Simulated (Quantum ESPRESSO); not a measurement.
# Calculated records

```json
{"subject": "E(M) of FeNi3", "lattice_ang": [[3.553, 0.0, 0.0], [0.0, 3.553, 0.0], [0.0, 0.0, 3.553]], "atoms": [["Fe", 0.0, 0.0, 0.0], ["Ni", 0.0, 0.5, 0.5], ["Ni", 0.5, 0.0, 0.5], ["Ni", 0.5, 0.5, 0.0]], "method": "PBE; plane waves with GBRV 1.5 PBE potentials, no spin-orbit coupling (and 1 further level or step)", "program": "Quantum ESPRESSO 7.5", "settings_of_one_run": "GBRV 1.5 PBE, potential files Ni: ni_pbe_v1.4.uspp.F.UPF, Fe: fe_pbe_v1.5.uspp.F.UPF, cutoff 544.23 eV, 10×10×10 k-mesh, 48 bands, fermi-dirac occupations, smearing width 0.05 eV, collinear spin, SCF threshold 8.00e-9, starting moments 2.8 1 1 1 μB", "cost": "13 runs, 14 min in all on 4 MPI ranks of Arm Neoverse V1, shared host (the runs of this entry)", "notes": "The run is spin-polarised, with a total moment of 4.88 μB a cell (absolute 5.41). All runs start parallel; opposed orders may lie lower.", "results": {"moment_of_the_free_run": "4.88 μB a cell", "energy_at_zero_total_moment": "1168 meV a cell over the lowest", "delta_e_delta_m2_from_the_lowest_point_to_5p29_and_to_4p63_mu_b": "174 and 174 meV/μB²"}}
```

[Logs and program files are shortened in this print: banners, set-up blocks, solver, clock and traceback lines can be left out without a mark of their own.]

[Logs are printed without paths, hosts, clocks, repeated set-up lines and the standing remarks that a program may print on its own settings, such as how far it seeks lower states.]

[Hosts, paths, dates, database ids (printed as entryN), source tags and the programs' standing remarks are cut or masked in the printed files.]

[Where a cell is said to come from a database of computed structures, the database is the Materials Project.]
